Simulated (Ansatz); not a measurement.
# Direct or indirect: CsPbBr3 (Pm-3m)

Space group Pm-3m (No. 221). a = 5.870 Å, b = 5.870 Å, c = 5.870 Å, α = 90.00°, β = 90.00°, γ = 90.00°
```tsv
atom	site	symmetry	x	y	z
Pb	1b	m-3m	0.5000	0.5000	0.5000
Cs	1a	m-3m	0.0000	0.0000	0.0000
Br	3c	4/mm.m	0.5000	0.5000	0.0000
```

Method: Ansatz, PBE, independent particles, without spin-orbit coupling, line width 0.1 eV (Gaussian). The band structure gives a fundamental gap of 1.52 eV. The spectrum of vertical transitions near the edge:

```csv
E (eV),"Im ε, E ∥ xyz"
1.08,0.00
1.20,0.00
1.32,0.00
1.44,0.04
1.56,0.29
1.68,0.61
1.80,0.84
1.92,1.03
2.04,1.23
2.16,1.45
2.28,1.69
2.40,1.99
2.52,2.37
2.64,2.92
2.76,3.78
```

(1) Is the gap direct or indirect, and about where do vertical transitions set in?

Answers

(1) Direct: the band path has its least direct gap at the fundamental one, 1.52 eV, and the curves rise from there. Lines are broadened by 0.1 eV, which spreads the edge.

[Logs are printed without paths, hosts, clocks, repeated set-up lines and the standing remarks that a program may print on its own settings, such as how far it seeks lower states.]
